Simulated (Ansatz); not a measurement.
# CsReF3 (cubic perovskite) (Pm-3m): how robust is the cRPA U?

Aim: hold the target of a cRPA run on CsReF3 (cubic perovskite) (Pm-3m) and move one thing at a time.

Main program and level: Ansatz 0.2.0; constrained RPA on PBEsol, plane waves, PAW.

Most raw output is cut from this account.

The structure was built from a prototype and need not be the compound's stable phase.

**1. Starting point**

Symmetry: Pm-3m, No. 221, cubic system. Conventional cell: a = 4.260 Å, b = 4.260 Å, c = 4.260 Å, α = 90.00°, β = 90.00°, γ = 90.00°. Cs has 12 F at 3.01 Å nearest. Re has 6 F at 2.13 Å nearest. F has 2 Re at 2.13 Å and 4 Cs at 3.01 Å nearest. Farther neighbours and most contacts between anions are not listed.

The structure was relaxed with PBEsol. The structure type comes from a generator and need not be one that this composition takes. The structure was generated from a model, not taken from a measurement. The runs that relaxed it are not among those shown. The program's search for lower electronic states was switched off, so nothing shows that the state found is the lowest. Spin-orbit coupling is left out unless a step names it. The default PAW set here is soft_2. Its files were made with PBE.

**2. Base: Re t2g, bands v3 to v1, 4×4×4 mesh, medium accuracy**

Constrained RPA screens the interaction with every transition except those inside the target bands, which a later many-body model would treat itself.

The input, input.yaml:

```yaml
crystal:
  lattice:
    - [0.0, -4.26015021, 0.0]
    - [0.0, 0.0, 4.26015021]
    - [-4.26015021, 0.0, 0.0]
  atoms:
    - { symbol: Cs, position: [0.0, 0.0, 0.0] }
    - { symbol: Re, position: [0.5, 0.5, 0.5] }
    - { symbol: F, position: [0.5, 0.5, 0.0] }
    - { symbol: F, position: [0.5, 0.0, 0.5] }
    - { symbol: F, position: [0.0, 0.5, 0.5] }
kpoints:
  mp_grid: { grid: [6, 6, 6] }
hamiltonian:
  xc: pbesol
scf:
  occupations: { method: gaussian, width: 0.08 }
  n_extra_bands: 19
  max_iter: 150
  lower_state_search: "off"
output:
  crpa:
    kmesh: [4, 4, 4]
    target_bands: [v3, v1]
    projections: [{ species: Re, l: d, shell: 5, orbitals: [dxz, dyz, dxy] }]
  local_orbitals:
    kmesh: [8, 8, 8]
    orbitals: [{ species: Re, l: d, shell: 5, orbitals: [dxz, dyz, dxy] }]
    window: { bands: [v3, v1] }
    seedname: lo
```

Started as:

```
ansatz run input.yaml --threads 4 --pin off --max-ram 9216MiB --backend cpu --events-out ev --progress --plain --runs-dir out
```

It took 31 s on 4 threads of Arm Neoverse V2, shared host; peak memory 0.61 GiB; 2 min of CPU time.

Numbers from this step:

| Quantity | Value |
| --- | --- |
| U | 4.295 eV |
| U prime (inter-orbital) | 3.542 eV |
| J | 0.3327 eV |
| bare V | 12.62 eV |
| bare J | 0.5081 eV |
| stated bound on U | 0.009219 eV |
| U over bare V | 0.3403 |
| electrons in the window | 5.000 |
| head of the constrained inverse dielectric matrix | 0.2725 |
| least eigenvalue of the projection's overlap | 0.8166 |
| target functions | 3 |
| bands in the sums | 46 |
| r.m.s. miss of the model bands | 1.60e-4 eV |
| width of the target bands | 1.929 eV |
| weight of the projected orbitals in the window | 0.8889 |

On the Re t2g shell, screening brings the on-site interaction from 12.6 eV down to U = 4.30 eV.

**3. Changed: 2×2×2 mesh**

input.yaml, the sections that differ from step 2:

```yaml
output:
  crpa:
    kmesh: [2, 2, 2]
    target_bands: [v3, v1]
    projections: [{ species: Re, l: d, shell: 5, orbitals: [dxz, dyz, dxy] }]
# crystal, kpoints, hamiltonian, scf: as in step 2
```

Run time: 5.8 s. Hardware: 4 threads; peak memory 0.54 GiB; 19 s of CPU time.

Numbers from this step:

| Quantity | Value |
| --- | --- |
| U | 4.616 eV |
| U prime (inter-orbital) | 3.838 eV |
| J | 0.3326 eV |
| bare V | 12.94 eV |
| bare J | 0.5171 eV |
| stated bound on U | 0.009681 eV |
| U over bare V | 0.3568 |
| electrons in the window | 5.000 |
| head of the constrained inverse dielectric matrix | 0.2584 |
| least eigenvalue of the projection's overlap | 0.8166 |
| target functions | 3 |
| bands in the sums | 46 |
| width of the target bands | 1.929 eV |
| weight of the projected orbitals in the window | 0.8889 |

On the Re t2g shell, screening brings the on-site interaction from 12.9 eV down to U = 4.62 eV.

**4. Changed: 6×6×6 mesh**

Edit input.yaml of step 3 so:

```diff
@@ -22,3 +22,3 @@
   crpa:
-    kmesh: [2, 2, 2]
+    kmesh: [6, 6, 6]
     target_bands: [v3, v1]
```

It took 2.8 min on 4 threads; peak memory 0.86 GiB.

Numbers from this step:

| Property | Result |
| --- | --- |
| U | 4.272 eV |
| U prime (inter-orbital) | 3.521 eV |
| J | 0.3329 eV |
| bare V | 12.60 eV |
| bare J | 0.5077 eV |
| stated bound on U | 0.01007 eV |
| U over bare V | 0.3392 |
| electrons in the window | 5.000 |
| head of the constrained inverse dielectric matrix | 0.2786 |
| least eigenvalue of the projection's overlap | 0.8166 |
| target functions | 3 |
| bands in the sums | 46 |
| width of the target bands | 1.929 eV |
| weight of the projected orbitals in the window | 0.8889 |

On the Re t2g shell, screening brings the on-site interaction from 12.6 eV down to U = 4.27 eV.

**5. Changed: sums over states**

Edit input.yaml of step 4 so:

```diff
@@ -22,4 +22,7 @@
   crpa:
-    kmesh: [6, 6, 6]
+    kmesh: [4, 4, 4]
     target_bands: [v3, v1]
     projections: [{ species: Re, l: d, shell: 5, orbitals: [dxz, dyz, dxy] }]
+    accuracy: sum_over_states
+    n_empty_bands: 92
+    ecut_chi: 250
```

Run time: 16 s. Hardware: 4 threads; peak memory 0.73 GiB.

This variant gives U = 4.35 eV against 4.30 eV. It is a finite sum over empty states with no bound on its error and stays out of the table below.

**6. Changed: accuracy low**

Edit input.yaml of step 5 so:

```diff
@@ -25,4 +25,2 @@
     projections: [{ species: Re, l: d, shell: 5, orbitals: [dxz, dyz, dxy] }]
-    accuracy: sum_over_states
-    n_empty_bands: 92
-    ecut_chi: 250
+    accuracy: low
```

It took 15 s on 4 threads; peak memory 0.56 GiB.

This step gave:

| Quantity | Value |
| --- | --- |
| U | 4.242 eV |
| U prime (inter-orbital) | 3.496 eV |
| J | 0.3300 eV |
| bare V | 12.62 eV |
| bare J | 0.5081 eV |
| stated bound on U | 0.1327 eV |
| U over bare V | 0.3361 |
| electrons in the window | 5.000 |
| head of the constrained inverse dielectric matrix | 0.2724 |
| least eigenvalue of the projection's overlap | 0.8166 |
| target functions | 3 |
| bands in the sums | 46 |
| width of the target bands | 1.929 eV |
| weight of the projected orbitals in the window | 0.8889 |

On the Re t2g shell, screening brings the on-site interaction from 12.6 eV down to U = 4.24 eV.

**7. Changed: sums without a band count**

Edit input.yaml of step 6 so:

```diff
@@ -25,2 +25,2 @@
     projections: [{ species: Re, l: d, shell: 5, orbitals: [dxz, dyz, dxy] }]
-    accuracy: low
+    accuracy: sum_over_states
```

Wall time 0.12 s (4 threads); peak memory 0.096 GiB.

The input was rejected at the start.

The program's message: “Error: 2 input errors — fix all and re-run”

The fault put into this input: sums without a band count.

**8. Changed: volume -6 %**

The cell differs from the one that the last finished run ended in (a 4.260 → 4.173 Å, b 4.260 → 4.173 Å, c 4.260 → 4.173 Å).

input.yaml, the sections that differ from step 7:

```yaml
crystal:
  lattice:
    - [0.0, -4.1731839668, 0.0]
    - [0.0, 0.0, 4.1731839668]
    - [-4.1731839668, 0.0, 0.0]
  atoms:
    - { symbol: Cs, position: [0.0, 0.0, 0.0] }
    - { symbol: Re, position: [0.5, 0.5, 0.5] }
    - { symbol: F, position: [0.5, 0.5, 0.0] }
    - { symbol: F, position: [0.5, 0.0, 0.5] }
    - { symbol: F, position: [0.0, 0.5, 0.5] }
output:
  crpa:
    kmesh: [4, 4, 4]
    target_bands: [v3, v1]
    projections: [{ species: Re, l: d, shell: 5, orbitals: [dxz, dyz, dxy] }]
  local_orbitals:
    kmesh: [8, 8, 8]
    orbitals: [{ species: Re, l: d, shell: 5, orbitals: [dxz, dyz, dxy] }]
    window: { bands: [v3, v1] }
    seedname: lo
# kpoints, hamiltonian, scf: as in step 7
```

Run time: 30 s. Hardware: 4 threads; peak memory 0.61 GiB.

Numbers from this step:

```
U                                                 : 4.245 eV
U prime (inter-orbital)                           : 3.503 eV
J                                                 : 0.3334 eV
bare V                                            : 12.55 eV
bare J                                            : 0.5036 eV
stated bound on U                                 : 0.009038 eV
U over bare V                                     : 0.3382
electrons in the window                           : 5.000
head of the constrained inverse dielectric matrix : 0.2682
least eigenvalue of the projection's overlap      : 0.8066
target functions                                  : 3
bands in the sums                                 : 46
r.m.s. miss of the model bands                    : 2.46e-4 eV
width of the target bands                         : 2.194 eV
weight of the projected orbitals in the window    : 0.8812
```

On the Re t2g shell, screening brings the on-site interaction from 12.6 eV down to U = 4.25 eV.

**9. Side by side**

Times are wall times on 4 threads of Arm Neoverse V2, shared host, good to a factor of about two.

```tsv
run	bare V (eV)	U (eV)	J (eV)	bound on U (eV)	width (eV)	time
target window	12.62	4.295	0.333	0.0092	1.93	31 s
2×2×2 mesh	12.94	4.616	0.333	0.0097	1.93	5.8 s
6×6×6 mesh	12.60	4.272	0.333	0.0101	1.93	2.8 min
accuracy low	12.62	4.242	0.330	0.1327	1.93	15 s
volume -6 %	12.55	4.245	0.333	0.0090	2.19	30 s
```

**10. Summary of results**

```json
{"target window": "U 4.30 eV, J 0.33 eV", "2×2×2 mesh": "U 4.62 eV, J 0.33 eV", "6×6×6 mesh": "U 4.27 eV, J 0.33 eV", "accuracy low": "U 4.24 eV, J 0.33 eV", "volume -6 %": "U 4.25 eV, J 0.33 eV"}
```

2×2×2 mesh moves U by +0.32 eV at 0.18 times the time. 6×6×6 mesh moves U by −0.02 eV at 5.4 times the time. Accuracy low moves U by −0.05 eV (within the solver's bounds, for the mean over orbitals) at 0.48 times the time. Volume -6 % moves U by −0.05 eV. The printed bound covers the solver alone, not the mesh. The parent state is non-magnetic and the interaction static (zero frequency); U depends on the window and the orbitals, so it belongs to this model alone. Spin-orbit coupling, which is strong for atoms this heavy, is left out.

[Paths, hosts, dates, memory and timing lines, banners, echoed tables and standing remarks are left out of the program output.]

[Logs are printed without paths, hosts, clocks, repeated set-up lines and the standing remarks that a program may print on its own settings, such as how far it seeks lower states.]

[Runs of the session that timed out or met a known fault of the program may be left out.]

[Hosts, paths, dates, database ids (printed as entryN), source tags and the programs' standing remarks are cut or masked in the printed files.]
